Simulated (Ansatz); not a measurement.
# Br on Mg(0001): change of the work function

Aim: the work function of Mg(0001) at several coverages of Br (fcc site), and the dipole that each adsorbate carries.

Program: Ansatz 0.2.0. Level of theory: plane-wave DFT, PBE, Ansatz PAW. Results are calculated unless marked as measured.

## (1) Set-up

The cell holds 4 atoms: 4 Mg. Its edges and angles: a = 3.210 Å, b = 3.210 Å, c = 25.820 Å, α = 90.0°, β = 90.0°, γ = 60.0°. Vacuum lies along c.

## (2) The clean slab

The bare slab comes first, as the zero from which every change is counted. The two lowest layers are held at bulk places and the upper ones relax. The dipole correction removes the false field that a one-sided slab makes across the periodic vacuum, so each face gets a flat vacuum level of its own.

Input file input.yaml:

```yaml
crystal:
  lattice:
    - [3.21, 0.0, 0.0]
    - [1.605, 2.7799415461, 0.0]
    - [0.0, 0.0, 25.81956]
  atoms:
    - { symbol: Mg, position: [0.6666666667, 0.6666666667, 0.3485729424] }
    - { symbol: Mg, position: [0.0, 0.0, 0.4495243141] }
    - { symbol: Mg, position: [0.6666666667, 0.6666666667, 0.5504756859] }
    - { symbol: Mg, position: [0.0, 0.0, 0.6514270576] }
kpoints:
  mp_grid: { grid: [12, 12, 1] }
hamiltonian:
  xc: pbe
scf:
  occupations: { method: fermi_dirac, width: 0.1 }
  convergence: { dr2_threshold: 1.0e-08 }
efield:
  axis: 3
  dipole_correction: true
  ramp_position: 0.97
  ramp_width: 0.06
relax:
  f_tol: 0.02
  max_steps: 60
  constraints: [{ sites: [0, 1] }]
output:
  write_potential: true
  write_density: true
  volumetric_format: npy
```

On the command line:

```sh
ansatz run input.yaml --threads 4 --pin off --max-ram 16384MiB --backend cpu --events-out ev --progress --plain --runs-dir out
```

Numbers of over 12 decimals in the logs are rounded to 6 here.

The log of the run:

```text
Engine: ansatz 0.2.0, aarch64-unknown-linux-gnu
Pseudopotentials: kind: paw
Pseudopotential: Mg, paw, valence charge 10, recommended cutoff 420 eV (normal), Mg.paw.azcp
Functional definition: PBE
  parameter kappa = 0.804
  parameter beta = 0.066725
  exchange = pbe_x(kappa = kappa, mu = beta*pi^2/3)
  correlation = pbe_c(beta = beta)
Crystal: 4 atoms, lattice volume = 230.404 Å³
Basis set: ecut = 420 eV, 4575 PW (Γ), exchange–correlation on 48×48×360 points (8 copies of the dense FFT grid, shifted against one another)
Bands: 24, of which v1, the nominal top of the filled ones, is band 20 counted from 1 (19 counted from 0)
Symmetry: 6 space group operations
k-points: 19 of 144 (time reversal used)
Non-local potential: Mg, projectors of the file, l = 0: 3, l = 1: 2, l = 2: 1
PAW form: soft (Blöchl's): semilocal exchange-correlation on the pseudo side does not see the compensation charge
PAW one-centre angular grid: Mg, 110 points (default); XC on 64 Gauss nodes
Initial density: superposition of atomic densities (neutral atoms: chi_scale 0, normalization atom), corrected by the library's trained network
Initial wavefunctions: pseudopotential atomic-orbital guess
Functional: x = pbe(κ = 0.804, μ = 0.219515), c = pbe(β = 0.066725)
SCF iter   1: F=—  HF=-7694.613554 eV  |F-HF|=—  |Δ(HF+E_count)|=         —  Δρ=7.47e-4  dr2=5.39e-3  ethr=1.77e-3  p=0.000 e·Å  D=2.46e-14 V/Å  ΔV_dip=-0.00 eV  dr2_dipole=1.19e-8  V_vac-E_F(+/−)=3.79/3.79 eV  ⟨swp⟩=8.1  Hψ=2477  notcnv=0
efield: sawtooth ramp at fractional position 0.9700 (set: `efield.ramp_position`, or a place that a band, a saddle search or an elastic batch's reference lends), width 0.0600; the density the first Hamiltonian is built on has a dipole p = 0.000 e·Å; the dipole correction subtracts the counter field D = 2.46e-14 V/Å, which shifts the + side's vacuum level by -0.00 eV against the − side's; the planar-averaged density in the ramp window peaks in size at 1.5e-5 e/Å³
preconditioner: auto → LDOS  [metal: Δε(μ)=0.163 eV  Ē_g=4.548 eV  σ=0.100 eV  W_gap=0.39  n_scr=16 (ndim 8)  ℏωp=6.9 eV  f_vac=0.528  D(μ)=2.23/eV (n_scr^D=10)  β→1.0]
SCF iter   2: F=—  HF=-7694.613895 eV  |F-HF|=—  |Δ(HF+E_count)|=   3.41e-4  Δρ=2.82e-4  dr2=3.90e-4  ethr=1.35e-5  p=0.000 e·Å  D=1.21e-5 V/Å  ΔV_dip=-0.00 eV  dr2_dipole=1.36e-8  V_vac-E_F(+/−)=3.82/3.82 eV  ⟨swp⟩=2.1  Hψ=706  notcnv=0
SCF iter   3: F=—  HF=-7694.613927 eV  |F-HF|=—  |Δ(HF+E_count)|=   3.18e-5  Δρ=9.30e-5  dr2=4.23e-5  ethr=9.74e-7  p=-0.000 e·Å  D=-5.78e-8 V/Å  ΔV_dip=0.00 eV  dr2_dipole=1.56e-10  V_vac-E_F(+/−)=3.80/3.80 eV  ⟨swp⟩=2.3  Hψ=617  notcnv=0
SCF iter   4: F=—  HF=-7694.613950 eV  |F-HF|=—  |Δ(HF+E_count)|=   2.27e-5  Δρ=2.68e-5  dr2=4.91e-6  ethr=1.06e-7  p=-0.000 e·Å  D=-1.87e-7 V/Å  ΔV_dip=0.00 eV  dr2_dipole=4.57e-11  V_vac-E_F(+/−)=3.79/3.79 eV  ⟨swp⟩=2.0  Hψ=527  notcnv=0
SCF iter   5: F=—  HF=-7694.613928 eV  |F-HF|=—  |Δ(HF+E_count)|=   2.16e-5  Δρ=6.90e-6  dr2=4.91e-7  ethr=1.23e-8  p=-0.000 e·Å  D=-1.87e-7 V/Å  ΔV_dip=0.00 eV  dr2_dipole=4.51e-11  V_vac-E_F(+/−)=3.79/3.79 eV  ⟨swp⟩=2.1  Hψ=509  notcnv=0
SCF iter   6: F=—  HF=-7694.613928 eV  |F-HF|=—  |Δ(HF+E_count)|=   2.89e-7  Δρ=1.60e-6  dr2=2.03e-8  ethr=1.23e-9  p=-0.000 e·Å  D=-9.95e-8 V/Å  ΔV_dip=0.00 eV  dr2_dipole=1.03e-12  V_vac-E_F(+/−)=3.79/3.79 eV  ⟨swp⟩=2.0  Hψ=530  notcnv=0
SCF iter   7: F=-7694.613928 eV  HF=-7694.613928 eV  |F-HF|=7.70e-10  |Δ(HF+E_count)|=   7.81e-9  Δρ=3.80e-7  dr2=3.37e-10  ethr=2.50e-11  p=-0.000 e·Å  D=-9.49e-9 V/Å  ΔV_dip=0.00 eV  dr2_dipole=6.65e-13  V_vac-E_F(+/−)=3.79/3.79 eV  ⟨swp⟩=8.7  Hψ=2636  notcnv=0
SCF 1 converged in 7 iterations: F = -7694.613928 eV  dr2 = 3.37e-10
  greatest PAW one-centre occupation: 1.000 electrons in one spin orbital (limit 2), on the Mg atom at site 2 (counted from 0), in its partial waves of l = 0
relax step   1: F+E_penalty+E_count = -7694.61392834 eV  Δ(F+E_penalty+E_count) = +0.000e0 eV  max|allowed force component| = 4.415e-2 eV/Å  Δτ_max = 0.0000 Å  (7 SCF iters, accepted)
Initial density: handed on by an earlier stage of this run
Initial wavefunctions: those handed on with the density
iter 1 solved again at ethr=7.55e-6 eV; its pass at ethr=3.10e-3 eV (dr2=3.02e-3 eV) is discarded
SCF iter   1: F=—  HF=-7694.614720 eV  |F-HF|=—  |Δ(HF+E_count)|=         —  Δρ=2.19e-4  dr2=9.85e-4  ethr=7.55e-6  p=-0.000 e·Å  D=-2.58e-8 V/Å  ΔV_dip=0.00 eV  dr2_dipole=5.18e-5  V_vac-E_F(+/−)=3.79/3.79 eV  ⟨swp⟩=2.3  Hψ=1585  notcnv=0
efield: sawtooth ramp at fractional position 0.9700 (set: `efield.ramp_position`, or a place that a band, a saddle search or an elastic batch's reference lends), width 0.0600; the density the first Hamiltonian is built on has a dipole p = -0.000 e·Å; the dipole correction subtracts the counter field D = -2.58e-8 V/Å, which shifts the + side's vacuum level by +0.00 eV against the − side's; the planar-averaged density in the ramp window peaks in size at 3.7e-7 e/Å³
preconditioner: auto → LDOS  [metal: Δε(μ)=0.173 eV  Ē_g=4.535 eV  σ=0.100 eV  W_gap=0.41  n_scr=16 (ndim 8)  ℏωp=6.9 eV  f_vac=0.529  D(μ)=2.24/eV (n_scr^D=10)  β→1.0]
SCF iter   2: F=—  HF=-7694.614661 eV  |F-HF|=—  |Δ(HF+E_count)|=   5.90e-5  Δρ=7.35e-5  dr2=3.77e-5  ethr=2.46e-6  p=-0.000 e·Å  D=-6.75e-5 V/Å  ΔV_dip=0.00 eV  dr2_dipole=1.71e-6  V_vac-E_F(+/−)=3.79/3.79 eV  ⟨swp⟩=2.0  Hψ=503  notcnv=0
SCF iter   3: F=—  HF=-7694.614690 eV  |F-HF|=—  |Δ(HF+E_count)|=   2.95e-5  Δρ=2.08e-5  dr2=3.89e-6  ethr=9.43e-8  p=0.000 e·Å  D=9.60e-5 V/Å  ΔV_dip=-0.00 eV  dr2_dipole=1.73e-10  V_vac-E_F(+/−)=3.79/3.79 eV  ⟨swp⟩=2.0  Hψ=776  notcnv=0
SCF iter   4: F=—  HF=-7694.614664 eV  |F-HF|=—  |Δ(HF+E_count)|=   2.60e-5  Δρ=5.71e-6  dr2=4.02e-7  ethr=9.73e-9  p=0.000 e·Å  D=1.11e-4 V/Å  ΔV_dip=-0.00 eV  dr2_dipole=1.70e-8  V_vac-E_F(+/−)=3.79/3.79 eV  ⟨swp⟩=2.0  Hψ=522  notcnv=0
SCF iter   5: F=-7694.614664 eV  HF=-7694.614664 eV  |F-HF|=2.90e-9  |Δ(HF+E_count)|=   3.01e-8  Δρ=1.43e-6  dr2=7.83e-9  ethr=2.50e-11  p=0.000 e·Å  D=1.31e-4 V/Å  ΔV_dip=-0.00 eV  dr2_dipole=1.09e-9  V_vac-E_F(+/−)=3.79/3.79 eV  ⟨swp⟩=7.8  Hψ=2951  notcnv=0
SCF 2 converged in 5 iterations: F = -7694.614664 eV  dr2 = 7.83e-9
  greatest PAW one-centre occupation: 1.000 electrons in one spin orbital (limit 2), on the Mg atom at site 1 (counted from 0), in its partial waves of l = 0
relax step   2: F+E_penalty+E_count = -7694.61466413 eV  Δ(F+E_penalty+E_count) = -7.358e-4 eV  max|allowed force component| = 1.544e-2 eV/Å  Δτ_max = 0.0287 Å  (5 SCF iters, accepted)
NSCF: frozen V_eff on 19 k-points
the band table was solved once a step of the walk had ended and its energy, with any forces and stress, was formed, with the checks that follow a solve (2497 applications of the Hamiltonian). They found nothing against the state; the energy, forces and stress were not computed again (output.eigenvalues in the input reference)
WARN: The output density's exchange-correlation potential varies sharply where the density is thin. Do not read a vacuum level from v_tot or v_xc, or from such a field of the output density. On a cell that repeats whose density bears no net charge and no dipole along the vacuum's axis use v_es (v_loc + v_h of the components); under efield.dipole_correction with no amplitude use v_es + v_field, which holds any externa [...]
SCF converged after 5 iterations
Free energy (F): -7694.614664 eV
Harris-Foulkes:  -7694.614664 eV  (|F-HF|=2.90e-9)
Internal energy: -7694.543245 eV  (E = F + TS)
E sigma→0 (E₀):  -7694.578954 eV
Entropy (-TS):   -0.071420 eV (-17.855 meV/atom)
Fermi energy:    0.029478 eV
Dipole field:    D = 0.000172 V/Å  (p = 0.000219 e·Å, saw-weighted, corrected)
Work function:   Φ+ = 3.7873 eV   Φ− = 3.7918 eV
Levels:          The Fermi level and band energies are counted from a zero that moves with the ramp; work functions are not
--- Per-component energies (eV) ---
  E_band       = -1655.090313
  E_kinetic    = 297.500953
  E_local      = -32041.579238  (includes V_loc(G=0)·N_el)
  E_nonlocal   = 383.077103
  E_hartree    = 14982.417456
  E_xc         = -112.093321
  E_vxc        = -144.525410  (∫ρ·V_xc dr)
  E_paw        = -1170.697246  (= ΣΔE_a)
  E_vpaw       = -114.398191  (= ΣTr[D̂ρ^β])
  E_aug_tail   = -0.000015  (compensation charges beyond the density's cutoff)
  E_efield     = 0.000000  (sawtooth field / dipole correction)
  E_vefield    = -0.000058  (∫n·V_field dr)
  E_ewald      = 9966.831063
  E_smearing   = -0.071420  (= −TS)
  E_closure    = -0.000000  (closes the sum)
  Σ components = -7694.614664   (vs F -7694.614664, Δ=0.00e0)
--- Forces (eV/Å), atoms counted from 1 ---
  atom   1  Mg    -0.00000000     0.00000000    -0.04352536
  atom   2  Mg     0.00000000    -0.00000000     0.03942650
  atom   3  Mg    -0.00000000     0.00000000    -0.01135302
  atom   4  Mg     0.00000000    -0.00000000     0.01543563
  max |Σ_I F_I| component: 1.63e-5 eV/Å
--- Band table (eV; the first three rows and the last of 19) ---
  k-point 0: bands = [... 16 lower, -6.5118, -5.7358, -4.4563, -2.7079, -0.9499, 1.2324, 2.8336, 3.6962]
  k-point 1: bands = [... 16 lower, -6.3761, -5.6010, -4.3227, -2.5750, -0.8237, 1.3598, 2.9633, 3.8279]
  k-point 2: bands = [... 16 lower, -5.9704, -5.1979, -3.9232, -2.1781, -0.4451, 1.7374, 3.3475, 4.2198]
  k-point 18: bands = [... 16 lower, -0.2640, -0.2571, -0.2503, 0.4095, 0.4203, 0.4303, 1.5893, 2.1911]
--- Relaxed structure (2 steps of the walk, 2 accepted, 0 SCFs on fresh bases) ---
  F+E_penalty+E_count = -7694.61466413 eV   max|allowed force component| = 1.544e-2 eV/Å
  atoms:
    - { symbol: Mg, position: [0.666667, 0.666667, 0.348573] }
    - { symbol: Mg, position: [0.0, 0.0, 0.449524] }
    - { symbol: Mg, position: [0.666667, 0.666667, 0.550673] }
    - { symbol: Mg, position: [0, 0, 0.652538] }
```

The job ended after 3.6 s (4 threads of Arm Neoverse V1, shared host; peak memory 0.48 GiB; 14 s of CPU time).

Relaxation path:

```tsv
step	energy less that of the first step (eV)	largest force component (eV/Å)
1	0.0000	0.0442
2	-0.0007	0.0154
```

The run keeps the 6 symmetry operations that it works with, so distortions that break them were not tested.

The atoms that moved most (Å):

```tsv
atom	dx	dy	dz	length
Mg4	0.000	0.000	0.029	0.029
Mg3	0.000	0.000	0.005	0.005
```

Final coordinates:

```xyz
4
Lattice="3.2100 0.0000 0.0000 1.6050 2.7799 0.0000 0.0000 0.0000 25.8196" Properties=species:S:1:pos:R:3
Mg    3.2100    1.8533    9.0000
Mg    0.0000    0.0000   11.6065
Mg    3.2100    1.8533   14.2181
Mg    0.0000    0.0000   16.8482
```

Numbers from this step:

```yaml
energy_at_zero_smearing: -7694.5790 eV
work_function_upper_face: 3.787 eV
dipole_along_the_normal: 2.19e-4 e·Å
```

Running mean over 2.60652 Å of the planar mean; the ramp of the sawtooth is left out. The electron's electrostatic potential energy less the Fermi level by z:

z (Å), electron's electrostatic potential energy less the Fermi level (eV) and a bar from the least value:
```
      3.5       3.79 ##############################
      4.0       3.79 ##############################
      4.5       3.79 ##############################
      5.0       3.78 ##############################
      5.5       3.74 ##############################
      6.0       3.64 #############################
      6.5       3.35 ############################
      7.0       2.60 #########################
      7.5       0.69 ##################
      8.0      -2.09 ########
      8.5      -3.58 ##
      9.0      -4.02 
      9.5      -4.07 
     10.0      -4.04 
     10.5      -4.02 
     11.0      -4.01 
     11.5      -4.00 
     12.0      -3.99 
     12.5      -3.98 
     13.0      -3.98 
     13.5      -3.99 
     14.0      -4.00 
     14.5      -3.99 
     15.0      -3.95 
     15.5      -3.89 #
     16.0      -3.97 
     16.5      -4.06 
     17.0      -3.95 
     17.5      -3.30 ###
     18.0      -1.31 ###########
     18.5       1.45 #####################
     19.0       2.90 ###########################
     19.5       3.47 #############################
     20.0       3.68 ##############################
     20.5       3.75 ##############################
     21.0       3.78 ##############################
     21.5       3.78 ##############################
     22.0       3.79 ##############################
     22.5       3.79 ##############################
```

The relaxation took 2 steps and lowered the energy by 7.4e-4 eV; the largest force on the free atoms ends at 0.015 eV/Å.

The work function of the upper face is 3.79 eV.

[end of part 1 of 4]

[Logs are printed without paths, hosts, clocks, repeated set-up lines and the standing remarks that a program may print on its own settings, such as how far it seeks lower states.]

[Hosts, paths, dates, database ids (printed as entryN), source tags and the programs' standing remarks are cut or masked in the printed files.]

[Maps of the electrostatic potential energy from Ansatz leave out the sawtooth potential of an applied field or a dipole correction, so their vacuum need not be flat; planar profiles and work functions include it.]
